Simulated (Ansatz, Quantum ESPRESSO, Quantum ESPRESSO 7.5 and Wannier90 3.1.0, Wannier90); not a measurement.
# Ballistic channels from Wannier functions: straight Be chain, spacing 2.00 Å

Wanted: localised orbitals and the quantum conductance of this wire: straight Be chain, spacing 2.00 Å.

Program: Quantum ESPRESSO 7.5 and Wannier90 3.1.0. Level of theory: plane-wave DFT, PBE, GBRV ultrasoft pseudopotentials (cross-check by Ansatz 0.2.0 with PAW datasets). Results are calculated unless marked as measured.

Report form: the programs' logs are mostly left out.

### 1. Set-up

The cell holds 1 atom: 1 Be. Cell: a = 8.000 Å, b = 8.000 Å, c = 2.000 Å, α = 90.0°, β = 90.0°, γ = 90.0°. Vacuum lies along a and b. The structure's axis is c.

### 2. Ground state

Input file scf.in:

```
&control
  prefix = 'scf'
  outdir = './out'
  pseudo_dir = './pseudo'
  calculation = 'scf'
  tprnfor = .true.
/
&system
  ibrav = 0
  nat = 1
  ntyp = 1
  ecutwfc = 34
  ecutrho = 170
  occupations = 'smearing'
  smearing = 'mv'
  degauss = 0.005
/
&electrons
  conv_thr = 1e-07
  mixing_beta = 0.4
  electron_maxstep = 120
  mixing_mode = 'local-TF'
/
ATOMIC_SPECIES
  Be  9.0122  be_pbe_v1.4.uspp.F.UPF
CELL_PARAMETERS angstrom
  8.00000000000000 0.00000000000000 0.00000000000000
  0.00000000000000 8.00000000000000 0.00000000000000
  0.00000000000000 0.00000000000000 1.99950000000000
ATOMIC_POSITIONS crystal
  Be  0.000000000000 0.000000000000 0.000000000000
K_POINTS automatic
  1 1 36 0 0 0
```

On the command line:

```
> OMP_NUM_THREADS=1 mpirun -n 2 pw.x -nk 2 -in scf.in > scf.out
```

Elapsed: 3.8 s, on 2 MPI ranks of Arm Neoverse V2, shared host; peak memory 0.17 GiB.

Numbers from this step:

```
free energy  : -381.8093 eV
Fermi energy : -2.423 eV
```

The run needed 11 iterations to bring the estimated error under 1e-07 Ry.

### 3. Full uniform mesh without symmetry

Wannier90 needs the states on a whole uniform mesh, listed point by point, without symmetry.

Input file nscf.in:

```
&control
  prefix = 'nscf'
  outdir = './out'
  pseudo_dir = './pseudo'
  calculation = 'nscf'
/
&system
  ibrav = 0
  nat = 1
  ntyp = 1
  ecutwfc = 34
  ecutrho = 170
  occupations = 'smearing'
  smearing = 'mv'
  degauss = 0.005
  nosym = .true.
  noinv = .true.
  nbnd = 12
/
&electrons
  conv_thr = 1e-09
  mixing_beta = 0.4
  electron_maxstep = 120
  mixing_mode = 'local-TF'
  diago_full_acc = .true.
/
ATOMIC_SPECIES
  Be  9.0122  be_pbe_v1.4.uspp.F.UPF
CELL_PARAMETERS angstrom
  8.00000000000000 0.00000000000000 0.00000000000000
  0.00000000000000 8.00000000000000 0.00000000000000
  0.00000000000000 0.00000000000000 1.99950000000000
ATOMIC_POSITIONS crystal
  Be  0.000000000000 0.000000000000 0.000000000000
K_POINTS crystal
18
  0.0000000000 0.0000000000 0.0000000000 0.0555555556
  0.0000000000 0.0000000000 0.0555555556 0.0555555556
  0.0000000000 0.0000000000 0.1111111111 0.0555555556
  0.0000000000 0.0000000000 0.1666666667 0.0555555556
  0.0000000000 0.0000000000 0.2222222222 0.0555555556
  0.0000000000 0.0000000000 0.2777777778 0.0555555556
  0.0000000000 0.0000000000 0.3333333333 0.0555555556
  0.0000000000 0.0000000000 0.3888888889 0.0555555556
  0.0000000000 0.0000000000 0.4444444444 0.0555555556
  0.0000000000 0.0000000000 0.5000000000 0.0555555556
  0.0000000000 0.0000000000 0.5555555556 0.0555555556
  0.0000000000 0.0000000000 0.6111111111 0.0555555556
  0.0000000000 0.0000000000 0.6666666667 0.0555555556
  0.0000000000 0.0000000000 0.7222222222 0.0555555556
  0.0000000000 0.0000000000 0.7777777778 0.0555555556
  0.0000000000 0.0000000000 0.8333333333 0.0555555556
  0.0000000000 0.0000000000 0.8888888889 0.0555555556
  0.0000000000 0.0000000000 0.9444444444 0.0555555556
```

On the command line:

```
> cp -r out/scf.save out/nscf.save
> cp out/scf.xml out/nscf.xml
> OMP_NUM_THREADS=1 mpirun -n 2 pw.x -nk 1 -in nscf.in > nscf.out
```

Elapsed: 4.2 s, on 2 MPI ranks; peak memory 0.1 GiB.

Read from the output:

| Quantity | Value |
| --- | --- |
| Fermi energy | -2.412 eV |

### 4. Neighbour list from wannier90 -pp

The .win file sets projections and windows: states in the frozen window are kept exactly, the outer window gives room to disentangle.

Input file wan.win:

```
num_wann = 4
num_bands = 12
num_iter = 200
num_print_cycles = 20
conv_tol = 1e-8
conv_window = 5
guiding_centres = true
dis_num_iter = 1500
dis_conv_tol = 1e-8
dis_win_min = -13.4231
dis_win_max = 6.5769
dis_froz_max = -0.9231
search_shells = 120
fermi_energy = -2.4231

transport = true
transport_mode = bulk
one_dim_axis = z
dist_cutoff = 17.9
dist_cutoff_mode = one_dim
tran_win_min = -4.0
tran_win_max = 2.0
tran_energy_step = 0.02

bands_plot = true
bands_num_points = 96
begin kpoint_path
G 0.0 0.0 0.0 Z 0.0 0.0 0.5
end kpoint_path

begin projections
Be:s;p
end projections

begin unit_cell_cart
ang
  8.0000000000 0.0000000000 0.0000000000
  0.0000000000 8.0000000000 0.0000000000
  0.0000000000 0.0000000000 1.9995000000
end unit_cell_cart

begin atoms_frac
  Be 0.0000000000 0.0000000000 0.0000000000
end atoms_frac

mp_grid = 1 1 18
begin kpoints
  0.0 0.0 0.0000000000
  0.0 0.0 0.0555555556
  0.0 0.0 0.1111111111
  0.0 0.0 0.1666666667
  0.0 0.0 0.2222222222
  0.0 0.0 0.2777777778
  0.0 0.0 0.3333333333
  0.0 0.0 0.3888888889
  0.0 0.0 0.4444444444
  0.0 0.0 0.5000000000
  0.0 0.0 0.5555555556
  0.0 0.0 0.6111111111
  0.0 0.0 0.6666666667
  0.0 0.0 0.7222222222
  0.0 0.0 0.7777777778
  0.0 0.0 0.8333333333
  0.0 0.0 0.8888888889
  0.0 0.0 0.9444444444
end kpoints
```

On the command line:

```
> OMP_NUM_THREADS=1 wannier90.x -pp wan > wan.pp.log
```

Run time: 0.47 s. Hardware: 1 MPI rank; peak memory 0.09 GiB.

### 5. Overlaps and projections

pw2wannier90.x computes the overlaps between neighbouring k-points and the projections.

Input file wan.p2w.in:

```
&inputpp
  prefix = 'nscf'
  outdir = './out'
  seedname = 'wan'
  write_mmn = .true.
  write_amn = .true.
  write_unk = .false.
/
```

On the command line:

```
> OMP_NUM_THREADS=1 mpirun -n 2 pw2wannier90.x -in wan.p2w.in > wan.p2w.out
```

Wall time 2.1 s (2 MPI ranks); peak memory 0.09 GiB.

### 6. Wannier functions and transport

After disentangling and localising, transport_mode = bulk builds principal layers from hoppings within dist_cutoff and counts open channels.

wan.win is that of step 4.

On the command line:

```
> OMP_NUM_THREADS=1 wannier90.x wan > wan.run.log
```

It took 1.5 s on 1 MPI rank; peak memory 0.09 GiB.

This step gave:

| Property | Result |
| --- | --- |
| lead channels at the Fermi level, one spin | 3.35e-5 |
| total spread | 10.35 Å² |
| gauge-invariant spread | 7.566 Å² |
| largest misfit to plane-wave levels between mesh points, inside the frozen window | 0.005442 eV |

Per spin. The quantum conductance of the perfect wire, open channels by energy, zero at the Fermi level:

energy (eV), quantum conductance of the perfect wire, open channels and a bar:
```
   -4.000       1.00 ###############
   -3.800       1.00 ###############
   -3.600       1.00 ###############
   -3.400       1.00 ###############
   -3.200       1.00 ###############
   -3.000       1.00 ###############
   -2.800       1.00 ###############
   -2.600       1.00 ###############
   -2.400       1.00 ###############
   -2.200       1.00 ###############
   -2.000       1.00 ###############
   -1.800       1.00 ###############
   -1.600       1.00 ###############
   -1.400       1.00 ###############
   -1.200       1.00 ###############
   -1.020       1.00 ###############
   -0.800       1.00 ###############
   -0.600       1.00 ###############
   -0.400       1.00 ###############
   -0.200       1.00 ###############
    0.000       0.00 
    0.200       2.00 ##############################
    0.400       2.00 ##############################
    0.600       2.00 ##############################
    0.800       2.00 ##############################
    1.000       2.00 ##############################
    1.200       2.00 ##############################
    1.400       2.00 ##############################
    1.600       2.00 ##############################
    1.800       2.00 ##############################
    2.000       2.00 ##############################
```

Wannier functions:

```tsv
no.	x (Å)	y (Å)	z (Å)	spread (Å²)
1	-0.1046	-1.50e-5	0.006177	3.297
2	0.04044	-5.00e-6	-1.007	2.123
3	0.005895	0	0.001184	2.473
4	0	1.30e-5	0	2.461
```

The electronic bands at the labelled points (eV, zero at the Fermi level; v1 is the highest filled band, c1 the lowest empty one):

```tsv
point	v1	c1	c2	c3
Γ	-4.09	0.05	0.05	3.62
halfway	-2.55	2.34	2.34	5.73
Z	-0.02	6.26	7.90	7.90
```

Bands and channels are those of the Wannier model: bands that were not projected, and all outside the frozen window, are missing or only approximate.

### 7. Neighbour list from wannier90 -pp, with num_iter = 0

How much does a setting matter? One run is repeated with a change.

wan_w.win is the input of step 6 with these lines changed:

```diff
@@ -2,3 +2,3 @@
 num_bands = 12
-num_iter = 200
+num_iter = 0
 num_print_cycles = 20
```

On the command line:

```
> OMP_NUM_THREADS=1 wannier90.x -pp wan_w > wan_w.pp.log
```

The job ended after 0.47 s (1 MPI rank; peak memory 0.09 GiB).

### 8. Overlaps and projections

The follow-up step for that run.

Input file wan_w.p2w.in:

```
&inputpp
  prefix = 'nscf'
  outdir = './out'
  seedname = 'wan_w'
  write_mmn = .true.
  write_amn = .true.
  write_unk = .false.
/
```

On the command line:

```
> OMP_NUM_THREADS=1 mpirun -n 2 pw2wannier90.x -in wan_w.p2w.in > wan_w.p2w.out
```

Elapsed: 2.1 s, on 2 MPI ranks; peak memory 0.09 GiB.

### 9. Wannier functions and transport, with num_iter = 0

wan_w.win is the input of step 6 with these lines changed:

```diff
@@ -2,3 +2,3 @@
 num_bands = 12
-num_iter = 200
+num_iter = 0
 num_print_cycles = 20
```

On the command line:

```
> OMP_NUM_THREADS=1 wannier90.x wan_w > wan_w.run.log
```

Elapsed: 1.5 s, on 1 MPI rank; peak memory 0.09 GiB.

The total spread is 29.0 against 10.4 Å². Between −2 and 1.5 eV the channel count differs from the first run's at 1 % of the energies, and at the Fermi level it is 0 against 0.

### 10. Cross-check with Ansatz

A second code with its own PAW datasets, on the same atoms.

Level of this step: plane-wave DFT, PBE, Ansatz PAW (Ansatz 0.2.0).

System of this step: straight Be chain, spacing 2.00 Å, 3 periods. The cell holds 3 atoms: 3 Be. Cell: a = 8.000 Å, b = 8.000 Å, c = 5.998 Å, α = 90.0°, β = 90.0°, γ = 90.0°. Vacuum lies along a and b. The structure's axis is c.

Input file input.yaml:

```yaml
crystal:
  lattice:
    - [8.0, 0.0, 0.0]
    - [0.0, 8.0, 0.0]
    - [0.0, 0.0, 5.9985]
  atoms:
    - { symbol: Be, position: [0.0, 0.0, 0.0] }
    - { symbol: Be, position: [0.0, 0.0, 0.3333333333] }
    - { symbol: Be, position: [0.0, 0.0, 0.6666666667] }
kpoints:
  mp_grid: { grid: [1, 1, 12] }
hamiltonian:
  xc: pbe
scf:
  occupations: { method: fermi_dirac, width: 0.05 }
  convergence: { dr2_threshold: 1.0e-08 }
output:
  transmission:
    leads: [[0, 0]]
    e_range: [-4.0, 2.0]
    de: 0.05
    kmesh: [1, 1]
    reduced_basis: true
```

On the command line:

```
> ansatz run input.yaml --threads 2 --pin off --max-ram 4096MiB --backend cpu --events-out ev --progress --plain --runs-dir out
```

Run time: 17 s. Hardware: 2 threads; peak memory 0.41 GiB.

This step gave:

```
free energy                                : -270.8800 eV
energy at zero smearing                    : -270.8644 eV
smearing term TS                           : 0.03119 eV
Fermi energy                               : -2.534 eV
symmetry operations                        : 48
lead channels at the Fermi level, one spin : 0
```

Per spin. Table of open channels by energy, zero at the Fermi level:

```tsv
energy (eV)	open channels
-4.000	1
-3.800	1
-3.600	1
-3.400	1
-3.200	1
-3.000	1
-2.800	1
-2.600	1
-2.400	1
-2.200	1
-2.000	1
-1.800	1
-1.600	1
-1.400	1
-1.200	1
-1.000	1
-0.800	1
-0.600	1
-0.400	1
-0.200	1
0.000	0
0.200	2
0.400	2
0.600	2
0.800	2
1.000	2
1.200	2
1.400	2
1.600	2
1.800	2
2.000	2
```

### 11. What came out

```
open channels at the Fermi level, per spin             : 0
gap in the conductance, to one step of the energy grid : 0.06 eV
total spread                                           : 10.4 Å²
gauge-invariant spread                                 : 7.57 Å²
largest band misfit in the frozen window               : 0.00544 eV
channels at the Fermi level by Ansatz                  : 0
```

The wire has no channel at the Fermi level: its conductance has a gap of 0.06 eV. Between -4 and 1.5 eV the channel count from Wannier functions equals that from Ansatz's layer matching at 99 % of the energies; outside the frozen window the Wannier bands are not held to the plane-wave ones. A band edge of the lead lies within 0.06 eV of the Fermi level, so the channel count there hangs on small shifts and on temperature. Each plane-wave level in the frozen window has a Wannier level within 0.01 eV; this test doesn't see extra bands that a model may add. The wire is perfect, so the conductance only counts bands: each channel, with its partner of the other spin, carries G₀ = 2e²/h. It was run without spin polarisation, which was not tested.

[Logs are printed without paths, hosts, clocks, repeated set-up lines and the standing remarks that a program may print on its own settings, such as how far it seeks lower states.]

[Hosts, paths, dates, database ids (printed as entryN), source tags and the programs' standing remarks are cut or masked in the printed files.]

[Maps of the electrostatic potential energy from Ansatz leave out the sawtooth potential of an applied field or a dipole correction, so their vacuum need not be flat; planar profiles and work functions include it.]
